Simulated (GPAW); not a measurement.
**How the form of the self-energy moves the gap of BiP (buckled honeycomb monolayer)**

The cell holds 2 atoms: 1 P and 1 Bi. Its edges and angles: a = 3.879 Å, b = 3.879 Å, c = 12.400 Å, α = 90.0°, β = 90.0°, γ = 120.0°. Vacuum lies along c.

| Item | Value |
| --- | --- |
| method | DFT, PBE, plane waves, PAW (and 3 further levels or steps) |
| program | GPAW 26.7.0 |
| settings | cutoff 450 eV, GPAW PAW setups 1.2.1 data release, 6×6×1 k-mesh, nbands 272 |
| cost | 4 runs, 4.4 min in all on 4 MPI ranks of Arm Neoverse V1, shared host |
| notes | The structure was relaxed with PBE. Limits: no spin-orbit coupling. |
| one-shot HSE06 | 2.087 eV |
| G0W0, extrapolated in the cutoff | 2.580 eV |
| one-shot PBE0 | 2.688 eV |
| known limits | short of the basis limit; no spin-orbit coupling |

G0W0, extrapolated in the cutoff: +0.493 eV against one-shot HSE06. One-shot PBE0: +0.601 eV against one-shot HSE06.

[Paths, hosts, dates, memory and timing lines, banners, echoed tables and standing remarks are left out of the program output; an Ansatz launch command may be rebuilt from the run's recorded settings. Measured values are a selection of at most five: reports struck by readers or far from the other reports are left out. None is set beside runs whose start may be inverted or whose files or cutoffs have a known fault.]

[Runs of the session that timed out or met a known fault of the program may be left out.]

[Hosts, paths, dates, database ids (printed as entryN), source tags and the programs' standing remarks are cut or masked in the printed files.]

[Where the starting crystal was built by hand or by swapping elements, it need not be the compound's stable phase.]
